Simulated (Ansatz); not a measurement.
# Stack of 1T-PdSSe under TaGe2As4, upper layer turned by 180° in a perpendicular field, part 2 of 2

Wanted: the out-of-plane response of the stack of 1T-PdSSe under TaGe2As4, upper layer turned by 180°. A positive field points along +c.

Ansatz 0.2.0; plane-wave DFT, PBEsol-D3(BJ), Ansatz PAW.

So far. Step 7 (Single point, field -0.2 V/Å): The dipole is -0.246 e·Å, -0.225 e·Å from its value without field. Step 8 (Atoms held, field 0.35 V/Å): The dipole is 0.373 e·Å, 0.394 e·Å from its value without field.

### Step 9. Response, atoms held (continued)

Local field over the applied field, running mean. From the potentials at -0.1 and 0.1 V/Å; running mean over 2.5 Å. The local field over applied field by z:

z (Å), local field over applied field and a bar:
```
      4.5      0.998 ##############################
      5.0      0.994 ##############################
      5.5      0.984 ##############################
      6.0      0.959 #############################
      6.5      0.898 ###########################
      7.0      0.782 ########################
      7.5      0.621 ###################
      8.0      0.443 #############
      8.5      0.271 ########
      9.0      0.131 ####
      9.5      0.047 #
     10.0      0.012 
     10.5      0.001 
     11.0      0.004 
     11.5      0.014 
     12.0      0.025 #
     12.5      0.031 #
     13.0      0.032 #
     13.5      0.027 #
     14.0      0.017 
     14.5      0.006 
     15.0      0.005 
     15.5      0.008 
     16.0      0.010 
     16.5      0.013 
     17.0      0.015 
     17.5      0.010 
     18.0      0.005 
     18.5      0.008 
     19.0      0.010 
     19.5      0.008 
     20.0      0.012 
     20.5      0.020 #
     21.0      0.022 #
     21.5      0.029 #
     22.0      0.039 #
     22.5      0.032 #
     23.0      0.019 #
     23.5      0.020 #
     24.0      0.035 #
     24.5      0.090 ###
     25.0      0.216 ######
     25.5      0.384 ############
     26.0      0.562 #################
     26.5      0.731 ######################
     27.0      0.865 ##########################
     27.5      0.943 ############################
     28.0      0.978 #############################
     28.5      0.992 ##############################
     29.0      0.997 ##############################
```

Electrons, planar mean, per unit field. Table of induced electron density by z:

```
z (Å)  induced electron density (e/Å³ per V/Å)
    5                                   2.5e-5
    6                                   2.0e-4
    7                                  0.00128
    8                                  0.00343
    9                                   7.7e-4
   10                                  -6.2e-5
   11                                   1.8e-5
   12                                  -2.6e-4
   13                                   1.1e-4
   14                                   1.1e-4
   15                                   1.3e-4
   16                                  -2.8e-4
   17                                   1.5e-4
   18                                   9.7e-5
   19                                  -2.2e-4
   20                                   5.3e-4
   21                                  -4.6e-4
   22                                   9.8e-6
   23                                   5.6e-4
   24                                  -6.2e-4
   25                                 -0.00115
   26                                 -0.00308
   27                                  -7.2e-4
   28                                  -9.9e-5
   29                                  -1.1e-5
```

By hand: between -0.1 and 0.1 V/Å the dipole changes by 0.2250 e·Å, a slope of 1.125 e·Å²/V. A perfect conductor of thickness t has p = ε₀AEt, so t = 180.95 × 1.125 / 11.429 = 17.81 Å (e/ε₀ = 180.95 V·Å, A in Å²).

The induced dipole is that of a conductor 17.81 Å thick.

### Step 10. Varying the input

This step: plane-wave DFT, PBEsol-D3(BJ), Ansatz PAW (Ansatz 0.2.0).

An input spoilt on purpose, to show how the run answers: it repeats the earlier run at 0.1 V/Å with efield.axis from 3 to 0, and scf.max_iter set to 50.

input.yaml reads:

```yaml
crystal:
  lattice:
    - [3.6327794915, 0.0, 0.0]
    - [-1.8163897458, 3.146079326, 0.0]
    - [0.0, 0.0, 33.6162374375]
  atoms:
    - { symbol: Se, position: [0.6666666667, 0.3333333333, 0.2677277615] }
    - { symbol: Pd, position: [0.0, 0.0, 0.306728371] }
    - { symbol: S, position: [0.3333333333, 0.6666666667, 0.3413480348] }
    - { symbol: As, position: [0.3333333333, 0.6666666667, 0.4294596361] }
    - { symbol: Ge, position: [0.0, 0.0, 0.4645239297] }
    - { symbol: As, position: [0.0, 0.0, 0.5365594854] }
    - { symbol: Ta, position: [0.3333333333, 0.6666666667, 0.5807869883] }
    - { symbol: As, position: [0.0, 0.0, 0.6258672564] }
    - { symbol: Ge, position: [0.0, 0.0, 0.6973287091] }
    - { symbol: As, position: [0.3333333333, 0.6666666667, 0.7322722385] }
kpoints:
  mp_grid: { grid: [18, 18, 1] }
  band_path:
    path: [[0, 0, 0], [0.5, 0, 0], [0.33333333, 0.33333333, 0], [0, 0, 0]]
    npoints: 16
hamiltonian:
  xc: pbesol
  dispersion: d3bj
scf:
  occupations: { method: fermi_dirac, width: 0.02585 }
  convergence: { dr2_threshold: 1.0e-10 }
  max_iter: 50
efield:
  axis: 0
  dipole_correction: true
  ramp_position: 0.967
  ramp_width: 0.0657
  amplitude: 0.1
output:
  write_potential: true
  write_density: true
  volumetric_format: npy
```

Run with:

```sh
ansatz run input.yaml --threads 4 --pin off --max-ram 12288MiB --backend cpu --events-out ev --progress --plain --runs-dir out
```

Wall time 0.03 s (4 threads of AMD EPYC 9R14 (Zen 4), shared host); peak memory 0.042 GiB.

The input was rejected at the start.

The program's message: “Error: invalid value for `efield.axis`: must be in [1, 3]; got 0”

The fault put into the input: an axis of 0, outside the range 1 to 3.

### Step 11. The same run with other settings

Another changed input: it repeats the earlier run at 0.1 V/Å with kpoints.mp_grid.grid from [18, 18, 1] to [12, 12, 1], scf.mixing.algorithm to msr1, scf.mixing.beta to 0.1, scf.mixing.ndim to 16 and scf.lower_state_search to light.

Edit input.yaml of step 10 so:

```diff
@@ -17,3 +17,3 @@
 kpoints:
-  mp_grid: { grid: [18, 18, 1] }
+  mp_grid: { grid: [12, 12, 1] }
   band_path:
@@ -27,5 +27,6 @@
   convergence: { dr2_threshold: 1.0e-10 }
-  max_iter: 50
+  mixing: { algorithm: msr1, beta: 0.1, ndim: 16 }
+  lower_state_search: light
 efield:
-  axis: 0
+  axis: 3
   dipole_correction: true
```

Wall time 33 s (4 threads); peak memory 1.6 GiB; 2.2 min of CPU time.

```
                     quantity  this run  earlier run  difference
dipole along the normal (e·Å)   0.09162      0.09146      1.6e-4
```

The dipole moves by under 0.5 % or 5e-5 e·Å. The run took 18 SCF cycles against 17.

The change did no harm here.

### Step 12. What came out

* gap without field: none
* work function, upper face: 5.09 eV
* step between the vacuum levels: 0.334 eV
* equivalent conductor thickness, atoms held: 17.8 Å

**Reading.** The induced dipole equals that of a perfect conductor 17.81 Å thick, while the outer atoms lie 15.62 Å apart. The two faces differ: the vacuum level above lies 0.33 eV higher than the one below. There is no gap over 0.03 eV, with or without the field. The first relaxation ran with spin and lost its moment, and the later runs have none; other magnetic states were not tried. Spin-orbit coupling is left out, which matters for the bands of elements this heavy. The outer anions sit over the metal atoms, one of several polytypes of such layers and not the lowest for every compound. With this functional, D3(BJ) tends to leave the relaxed cell short of measured lattice constants, by some per cent.

[Logs are printed without paths, hosts, clocks, repeated set-up lines and the standing remarks that a program may print on its own settings, such as how far it seeks lower states.]

[Hosts, paths, dates, database ids (printed as entryN), source tags and the programs' standing remarks are cut or masked in the printed files.]

[Maps of the electrostatic potential energy from Ansatz leave out the sawtooth potential of an applied field or a dipole correction, so their vacuum need not be flat; planar profiles and work functions include it.]
